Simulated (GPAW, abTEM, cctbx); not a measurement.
## ZnNi3B: the scripts behind a bonding study

Short scripts, each with its output. The cell comes from substitution in a known structure type and wasn't matched to any measured phase.

### 1. Build the all-electron density and subtract free atoms

```text
cell
1.0
     3.825215600    0.000000000    0.000000000
     0.000000000    3.825215600    0.000000000
     0.000000000    0.000000000    3.825215600
Zn Ni B
1 3 1
Direct
0.000000000 0.000000000 0.000000000
0.500000000 0.500000000 0.000000000
0.500000000 0.000000000 0.500000000
0.000000000 0.500000000 0.500000000
0.500000000 0.500000000 0.500000000
```

```python
import numpy as np
from ase.io import read
from ase.units import Bohr
from gpaw import GPAW, PW, FermiDirac
from gpaw.calculator import GPAW as OldGPAW
from gpaw.mpi import serial_comm, world
from scipy.special import erfc
from scipy.spatial import cKDTree

atoms = read("cell.vasp")
atoms.set_initial_magnetic_moments([0, 1.5, 1.5, 1.5, 0])
atoms.calc = GPAW(mode=PW(550), xc="PBE", kpts={"size": (6, 6, 6), "gamma": True},
                 occupations=FermiDirac(0.1), maxiter=120, symmetry={"tolerance": 1e-5}, txt="scf.txt")
atoms.get_potential_energy()
rho = atoms.calc.get_all_electron_density(gridrefinement=2)
moments = atoms.get_magnetic_moments() if atoms.calc.get_number_of_spins() == 2 else np.zeros(len(atoms))
total = atoms.get_magnetic_moment() if moments.any() else 0.0
if world.rank == 0:
    free = OldGPAW(mode=PW(550), xc="PBE", txt=None, communicator=serial_comm)
    neutral = atoms.copy()
    neutral.set_initial_magnetic_moments(None)
    free.initialize(neutral)
    free.set_positions(neutral)
    drho = rho - free.get_all_electron_density(gridrefinement=2)
    # GPAW starts from confined atoms: exchange their smooth part for that of the datasets' free atoms
    h = np.stack(np.meshgrid(*[np.fft.fftfreq(n, 1 / n) for n in drho.shape], indexing="ij"), -1)
    gabs = np.linalg.norm(h @ atoms.cell.reciprocal(), axis=-1)
    tails = np.fft.fftn(free.get_pseudo_density(gridrefinement=2))
    g, form, v0 = np.linspace(0, gabs.max(), 1500), {}, 0
    for e in set(atoms.symbols):
        idx = atoms.symbols.search(e)
        d = free.setups[idx[0]].data
        r, w = d.rgd.r_g * Bohr, d.rgd.r_g**2 * d.rgd.dr_g
        j0 = np.sinc(2 * g[:, None] * r)
        smooth = sum(f * p**2 for f, p in zip(d.f_j, d.phit_jg)) + np.sqrt(4 * np.pi) * d.nct_g
        full = sum(f * p**2 for f, p in zip(d.f_j, d.phi_jg)) + np.sqrt(4 * np.pi) * d.nc_g
        phase = sum(np.exp(-2j * np.pi * h @ s) for s in atoms.get_scaled_positions()[idx])
        tails -= np.interp(gabs, g, j0 @ (smooth * w)) * phase * drho.size / atoms.get_volume()
        form[e] = j0 @ (full * w)
        v0 += 2 * np.pi / 3 * 14.3996 * (full * w * r**2).sum() * len(idx)  # V A^3
    tails *= 0.5 * erfc((gabs - 1.8) / 0.25)  # the tails differ at long wavelengths alone
    drho += np.fft.ifftn(tails).real  # crystal minus superposed spherical free atoms
    np.save("drho.npy", drho)
    dv = atoms.get_volume() / drho.size
    print("grid", drho.shape, " electrons %.3f" % (rho.sum() * dv), " moved by bonding %.3f e" % (abs(drho).sum() * dv / 2))
    pts = np.indices(drho.shape).reshape(3, -1).T / drho.shape @ atoms.cell
    shifts = (np.indices((3, 3, 3)).reshape(3, -1).T - 1) @ atoms.cell
    images = (atoms.positions[None] + shifts[:, None]).reshape(-1, 3)
    dist, idx = cKDTree(images).query(pts, k=4)
    out = drho.ravel()[dist[:, 0] > 0.5]
    print("deformation density beyond 0.5 A of the nuclei: max %.3f, min %.3f e/A^3" % (out.max(), out.min()))
    tie = dist < dist[:, :1] + 1e-4
    q = -np.bincount((idx % len(atoms))[tie], (drho.ravel()[:, None] / tie.sum(1, keepdims=True) * tie)[tie], len(atoms)) * dv
    print("atom        x       y       z   Voronoi charge  moment")
    for a, s, c, m in zip(atoms, atoms.get_scaled_positions(), q, moments):
        print("%-2s%-3d %7.4f %7.4f %7.4f %10.3f %10.2f" % (a.symbol, a.index + 1, *s, c, m))
    np.savez("free.npz", g=g, **form)
    print("mean inner potential of superposed free atoms %.3f V" % (v0 / atoms.get_volume()))
    print("total magnetic moment %.3f muB" % total)
```

```console
$ OMP_NUM_THREADS=1 mpirun -n 4 gpaw python run.py > gpaw.log
```

```text
grid (42, 42, 42)  electrons 119.000  moved by bonding 0.757 e
deformation density beyond 0.5 A of the nuclei: max 0.208, min -0.075 e/A^3
atom        x       y       z   Voronoi charge  moment
Zn1    0.0000  0.0000  0.0000      0.383      -0.00
Ni2    0.5000  0.5000  0.0000     -0.025      -0.00
Ni3    0.5000  0.0000  0.5000     -0.025      -0.00
Ni4    0.0000  0.5000  0.5000     -0.025      -0.00
B 5    0.5000  0.5000  0.5000     -0.308       0.00
mean inner potential of superposed free atoms 23.580 V
total magnetic moment -0.000 muB
```

Time: 28 s on 4 cores of Arm Neoverse V1 (shared host), peak memory 0.9 GiB.

### 2. Fourier-transform the difference

```python
from cctbx import adptbx, crystal, miller, xray
from cctbx.eltbx import tiny_pse
import numpy as np

cs = crystal.symmetry(unit_cell=(3.8252, 3.8252, 3.8252, 90, 90, 90), space_group_symbol='Hall: -P 4 2 3')  # Pm-3m
atoms = [  # label, site, U (iso, or U11 U22 U33 U12 U13 U23 in A^2), occupancy
    ("Zn1", (0, 0, 0), 0.0000, 1),
    ("Ni1", (0.5, 0.5, 0), 0.0000, 1),
    ("B1", (0.5, 0.5, 0.5), 0.0000, 1),
]
xs = xray.structure(crystal_symmetry=cs)
for label, site, u, occ in atoms:
    u = adptbx.u_cif_as_u_star(cs.unit_cell(), u) if isinstance(u, tuple) else u
    xs.add_scatterer(xray.scatterer(label, site=site, u=u, occupancy=occ))
xs.scattering_type_registry(table="wk1995")
drho = np.load("drho.npy")
T = np.array([[1, 0, 0], [0, 1, 0], [0, 0, 1]])  # conventional axes in terms of the primitive ones
dF = np.fft.ifftn(drho) * 55.97160  # electrons a conventional cell, indexed by primitive hkl
ms = miller.build_set(cs, anomalous_flag=False, d_min=0.9).sort("resolution")
iam = ms.structure_factors_from_scatterers(xs, algorithm="direct").f_calc()
p1 = xs.expand_to_p1()
z = np.array([tiny_pse.table(sc.scattering_type).atomic_number() for sc in p1.scatterers()])
x = np.array(p1.sites_frac())
free = np.load("free.npz")
print("static structure factors of the conventional cell: F in electrons, V (Mott-Bethe) in volts")
print("   h  k  l      d  |F| table  |F| free   |F| DFT   change   |V| free  |V| DFT  change %")
for h, d, table in list(zip(ms.indices(), ms.d_spacings().data(), iam.data()))[:16]:
    df = dF[tuple(np.rint(np.linalg.solve(T, h)).astype(int))]
    phase = np.exp(2j * np.pi * x @ h)
    f = sum(np.interp(1 / d, free["g"], free[sc.scattering_type]) * p for sc, p in zip(p1.scatterers(), phase))
    fz = (z * phase).sum()
    c = 14.3996 * d * d / (np.pi * cs.unit_cell().volume())
    v0, v1 = abs(fz - f) * c, abs(fz - f - df) * c
    print("%4d%3d%3d %7.4f %9.3f %9.3f %9.3f %8.3f %9.3f %8.3f %8s" % (h + (d, abs(table), abs(f), abs(f + df), abs(f + df) - abs(f), v0, v1, "%.1f" % (100 * (v1 / v0 - 1)) if v0 > 0.02 else "-")))
```

```console
$ python run.py
```

```text
static structure factors of the conventional cell: F in electrons, V (Mott-Bethe) in volts
   h  k  l      d  |F| table  |F| free   |F| DFT   change   |V| free  |V| DFT  change %
   0  1  0  3.8252     1.448     1.444     1.974    0.529     1.864    1.230    -34.0
   0  1  1  2.7048     5.004     5.017     4.994   -0.023     1.188    1.202      1.2
   1  1  1  2.2085    84.537    84.094    84.041   -0.053     9.948    9.969      0.2
   0  2  0  1.9126    84.285    83.785    83.868    0.083    10.549   10.524     -0.2
   0  2  1  1.7107     0.025     0.004     0.076    0.072     0.718    0.701     -2.4
   1  2  1  1.5616     3.895     3.871     3.887    0.016     0.625    0.622     -0.5
   0  2  2  1.3524    69.528    69.240    69.318    0.078     7.453    7.441     -0.2
   1  2  2  1.2751     0.166     0.137     0.144    0.008     0.418    0.419      0.2
   0  3  0  1.2751     0.166     0.137     0.294    0.157     0.418    0.439      5.0
   0  3  1  1.2096     3.468     3.441     3.374   -0.067     0.426    0.434      1.9
   1  3  1  1.1533    58.675    58.543    58.620    0.077     5.496    5.488     -0.2
   2  2  2  1.1042    59.801    59.697    59.715    0.018     5.922    5.920     -0.0
   0  3  2  1.0609     0.105     0.091     0.215    0.124     0.285    0.296      4.0
   1  3  2  1.0223     3.168     3.145     3.141   -0.005     0.330    0.330      0.1
   0  4  0  0.9563    52.825    52.812    52.865    0.053     4.957    4.953     -0.1
   2  3  2  0.9277     0.016     0.007     0.097    0.089     0.212    0.218      3.0
```

Time: 0.29 s on 1 core of Arm Neoverse V1 (shared host), peak memory 0.08 GiB.

### 3. Propagate a plane wave with and without the bonding term

```python
import abtem
import numpy as np
from ase.build import make_supercell
from ase.io import read

abtem.config.set({"dask.lazy": False, "fft": "fftw", "diagnostics.progress_bar": False})
M = [[0, -1, 0], [1, 0, 0], [0, 0, 1]]  # rows: x, y and beam direction in the primitive cell's axes
unit = make_supercell(read("cell.vasp"), M)
unit.set_cell(list(unit.cell.lengths()) + [90, 90, 90], scale_atoms=True)
unit.positions[:, 2] += 0.4782  # keeps atomic planes off the slice boundaries
unit.wrap()
slab = unit * (2, 2, 156)
print(slab.get_chemical_formula(), "| box %.2f x %.2f x %.2f A" % tuple(slab.cell.lengths()))

# change of the potential by bonding, from the DFT deformation density (Poisson's equation term by term)
drho = np.load("drho.npy")
prim = read("cell.vasp")
h = np.stack(np.meshgrid(*[np.fft.fftfreq(n, 1 / n) for n in drho.shape], indexing="ij"), -1).reshape(-1, 3).astype(int)
g2 = ((h @ prim.cell.reciprocal()) ** 2).sum(1)
keep = (g2 > 0) & (g2 < 2.5**2)
shape = (110, 110, 24)
vg = np.zeros(shape, complex)
hm = h[keep] @ np.array(M).T
move = np.exp(-2j * np.pi * hm[:, 2] * (0.4782 / unit.cell[2, 2] - 0.5 / shape[2]))  # the same shift, sampled at mid-points
vg[tuple(hm.T % np.array(shape)[:, None])] = -14.3996 / np.pi * (np.fft.fftn(drho).ravel() / drho.size)[keep] / g2[keep] * move
dV = np.fft.ifftn(vg).real * vg.size
dV = dV.reshape(110, 110, 4, 6).mean(3) * unit.cell[2, 2] / 4  # V A, projected in each slice
dV = np.tile(dV.transpose(2, 0, 1), (156, 2, 2))


def build(atoms):
    p = abtem.Potential(atoms, gpts=(220, 220), slice_thickness=[slab.cell[2, 2] / 624] * 624,
                        parametrization="lobato", projection="infinite", exit_planes=52).build()
    p.array[:] += BONDING * dV
    return p


sigmas = {'Zn': 0.09, 'Ni': 0.091, 'B': 0.114}  # r.m.s. displacement along each axis, A
u = np.array([sigmas[s] for s in slab.symbols])[:, None]
rng = np.random.default_rng(86)


def potentials():
    for _ in range(3):  # frozen phonons, one configuration at a time
        atoms = slab.copy()
        atoms.positions += u * rng.standard_normal((len(atoms), 3))
        atoms.wrap()
        yield build(atoms)


for label, BONDING in (("IAM", 0.0), ("DFT", 1.0)):
    print("=====", label)
    rng = np.random.default_rng(86)  # the same displacements for both
    potential = build(slab)
    print("grid", potential.gpts, "slices", potential.num_slices)
    thickness = potential.exit_thicknesses
    wave = abtem.PlaneWave(energy=200000)
    dp = np.mean([wave.multislice(p).diffraction_patterns(max_angle="valid").array for p in potentials()], axis=0)
    hkl = [(0, 0, 0), (1, 0, 0), (1, 1, 0), (2, 0, 0), (2, 1, 0), (2, 2, 0), (3, 0, 0)]
    nx, ny = dp.shape[-2:]
    print("intensity of each beam, fraction of the incident wave")
    print("  t (A)" + "".join("%9s" % " ".join(map(str, h)) for h in hkl) + "  diffuse    total")
    grid = np.zeros((nx, ny), bool)
    grid[nx // 2 % 2::2, ny // 2 % 2::2] = True
    for t, a in list(zip(thickness, dp))[1:]:
        idx = [np.rint(np.array(M) @ np.linalg.solve([[1, 0, 0], [0, 1, 0], [0, 0, 1]], h)).astype(int) for h in hkl]
        print("%7.1f" % t + "".join("%9.5f" % a[nx // 2 + i[0] * 2, ny // 2 + i[1] * 2] for i in idx) + "%9.4f%9.4f" % (a[~grid].sum(), a.sum()))
```

```console
$ python run.py
```

```text
B624Ni1872Zn624 | box 7.65 x 7.65 x 596.73 A
===== IAM
grid (220, 220) slices 624
intensity of each beam, fraction of the incident wave
  t (A)    0 0 0    1 0 0    1 1 0    2 0 0    2 1 0    2 2 0    3 0 0  diffuse    total
   49.7  0.36887  0.00070  0.00125  0.08021  0.00252  0.03188  0.00093   0.0653   0.9975
   99.5  0.24608  0.01255  0.00696  0.06744  0.00204  0.01598  0.00080   0.1801   0.9928
  149.2  0.47909  0.01405  0.00364  0.01536  0.00287  0.00612  0.00184   0.2238   0.9905
  198.9  0.44136  0.00308  0.00378  0.01431  0.00520  0.00766  0.00234   0.2518   0.9888
  248.6  0.20324  0.01972  0.00309  0.04658  0.00086  0.01974  0.00190   0.2975   0.9865
  298.4  0.27870  0.01463  0.00065  0.03352  0.00262  0.00653  0.00176   0.3363   0.9839
  348.1  0.36366  0.01319  0.00069  0.01295  0.00459  0.00268  0.00109   0.3453   0.9826
  397.8  0.21779  0.01415  0.00228  0.02863  0.00607  0.01257  0.00185   0.3628   0.9809
  447.6  0.21016  0.02301  0.00177  0.02462  0.00217  0.01155  0.00147   0.3910   0.9789
  497.3  0.25455  0.01042  0.00057  0.01859  0.00363  0.00315  0.00195   0.4089   0.9771
  547.0  0.25267  0.01360  0.00245  0.01768  0.00252  0.00393  0.00059   0.4172   0.9754
  596.7  0.19357  0.01036  0.00163  0.02059  0.00236  0.01201  0.00148   0.4307   0.9735
===== DFT
grid (220, 220) slices 624
intensity of each beam, fraction of the incident wave
  t (A)    0 0 0    1 0 0    1 1 0    2 0 0    2 1 0    2 2 0    3 0 0  diffuse    total
   49.7  0.36834  0.00083  0.00130  0.08178  0.00156  0.03278  0.00052   0.0652   0.9975
   99.5  0.25419  0.00838  0.00676  0.07007  0.00140  0.01674  0.00067   0.1805   0.9927
  149.2  0.51944  0.00747  0.00398  0.01416  0.00251  0.00500  0.00178   0.2234   0.9905
  198.9  0.44206  0.00156  0.00325  0.01887  0.00315  0.00953  0.00161   0.2500   0.9889
  248.6  0.23381  0.01209  0.00316  0.04896  0.00046  0.01988  0.00089   0.2980   0.9865
  298.4  0.32860  0.00393  0.00059  0.03610  0.00113  0.00633  0.00151   0.3368   0.9839
  348.1  0.41273  0.00467  0.00039  0.01716  0.00135  0.00275  0.00060   0.3451   0.9826
  397.8  0.23949  0.00584  0.00129  0.03887  0.00199  0.01519  0.00088   0.3633   0.9808
  447.6  0.26242  0.00903  0.00161  0.02935  0.00079  0.01172  0.00096   0.3949   0.9787
  497.3  0.30246  0.00351  0.00065  0.02334  0.00112  0.00401  0.00135   0.4082   0.9771
  547.0  0.26223  0.00724  0.00165  0.02670  0.00058  0.00494  0.00072   0.4186   0.9754
  596.7  0.21806  0.00525  0.00153  0.02419  0.00090  0.01109  0.00088   0.4325   0.9734
```

Time: 29 s.

[Outputs are excerpts: Python notices, other lines and further rows are left out; steps that failed or that the build refused (PBEsol, TPSS) are not shown.]

[Logs are printed without paths, hosts, clocks, repeated set-up lines and the standing remarks that a program may print on its own settings, such as how far it seeks lower states.]
